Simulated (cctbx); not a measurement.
# A disordered crystal of nominal Mg2CoMoS6

Cell a = 6.2870 Å, b = 6.8210 Å, c = 11.0682 Å, α = 90.00°, β = 122.48°, γ = 90.00°; space group P2_1/c (no. 14); nominal formula Mg2CoMoS6.

The data are simulated with cctbx, not measured: Mo Kα, λ = 0.71073 Å, to d = 0.75 Å, 70 % of the full sphere, strongest reflection 40000 counts, noise from counting, a 2 % proportional error and a noise floor of 4 counts (s.d.); no absorption.

With every site full:

```text
Rint 0.018, 984 unique reflections to 0.75 A
cycle     R1     wR2    GooF  max shift (A)
   1  0.3305  0.6538  24.102   0.00779
   3  0.0459  0.1286   4.739   0.00000
final R1 0.0459 wR2 0.1286 GooF 4.739  parameters 48  data/parameter 20.5
atom        x        y        z      Ueq    occ   su(xyz)  su(Uiso or U11)
Mo1    0.50000  0.00000  0.00000   0.0290  1.000  0.00000  0.0005
Co1    0.00000  0.00000  0.50000   0.0486  1.000  0.00000  0.0007
S1     0.88820  0.43586  0.75440   0.0426  1.000  0.00037  0.0009
S2     0.60735  0.17550  0.42955   0.0531  1.000  0.00045  0.0012
S3     0.24425  0.18808  0.06664   0.0410  1.000  0.00031  0.0007
Mg2    0.26427  0.93497  0.24935   0.0112  1.000  0.00029  0.0007
difference map: max 2.18 min -1.15 rms 0.25
Q1    0.2594  0.5956  0.7600    4    2.22  0.25 A from Mg2
Q2    0.0060  0.0535  0.4921    4    0.99  0.38 A from Co1
Q3    0.2664  0.2008  0.1038    4    0.93  0.37 A from S3
Q4    0.1160  0.6101  0.2650    4    0.91  0.37 A from S1
Q5    0.2500  0.1250  0.0667    4    0.79  0.43 A from S3
Q6    0.4322  0.6321  0.0554    4    0.78  0.47 A from S2
```

With the occupancies of the suspect sites free, each still typed as its main element:

```text
Rint 0.018, 984 unique reflections to 0.75 A
cycle     R1     wR2    GooF  max shift (A)
   1  0.3762  0.6988  25.790   0.00799
   7  0.0108  0.0252   0.928   0.00002
final R1 0.0108 wR2 0.0251 GooF 0.927  parameters 50  data/parameter 19.7
atom        x        y        z      Ueq    occ   su(xyz)  su(Uiso or U11)
Mo1    0.50000  0.00000  0.00000   0.0265  0.893  0.00000  0.0001
Co1    0.00000  0.00000  0.50000   0.0527  1.000  0.00000  0.0002
S1     0.88798  0.43513  0.75372   0.0462  1.000  0.00007  0.0002
S2     0.60610  0.17533  0.42937   0.0575  1.000  0.00009  0.0002
S3     0.24451  0.18760  0.06706   0.0447  1.000  0.00006  0.0001
Mg2    0.26417  0.93483  0.24940   0.0219  1.178  0.00006  0.0002
su of occupancy Mo1: 0.001
su of occupancy Mg2: 0.003
difference map: max 0.21 min -0.22 rms 0.05
Q1    0.2772  0.5511  0.8353    4    0.21  0.91 A from Mg2
Q2    0.4722  0.5989  0.9105    4    0.17  1.56 A from Mg2
Q3    0.2836  0.1630  0.2420    4    0.17  1.57 A from Mg2
Q4    0.0205  0.1870  0.5515    4    0.16  1.37 A from Co1
Q5    0.1138  0.7097  0.1223    4    0.16  1.70 A from S1
Q6    0.3194  0.2267  0.8216    4    0.16  1.68 A from S2
```

**Question.** What is the disorder?

X-rays count electrons. Mo1 refines to 0.893(0.001), or 37.5 electrons; the site truly holds 0.85 Mo and 0.15 Mg, 37.5 electrons, which is 0.893 of Mo; Mg2 refines to 1.178(0.003), or 14.1 electrons; the site truly holds 0.925 Mg and 0.075 Mo, 14.3 electrons, which is 1.188 of Mg. A value under 1 can't tell vacancies from a lighter guest, and one over 1 needs a heavier guest; chemistry or a second radiation must settle which. Occupancy correlates with U and the scale, and the two elements' form factors differ in shape, so the match is approximate.

Freeing them takes R1 from 0.0459 to 0.0108 and GooF from 4.74 to 0.93.

This is a model crystal, built by substitution and not relaxed, with assumed displacement parameters.

[Middle refinement cycles are left out of these outputs.]

[Logs are printed without paths, hosts, clocks, repeated set-up lines and the standing remarks that a program may print on its own settings, such as how far it seeks lower states.]
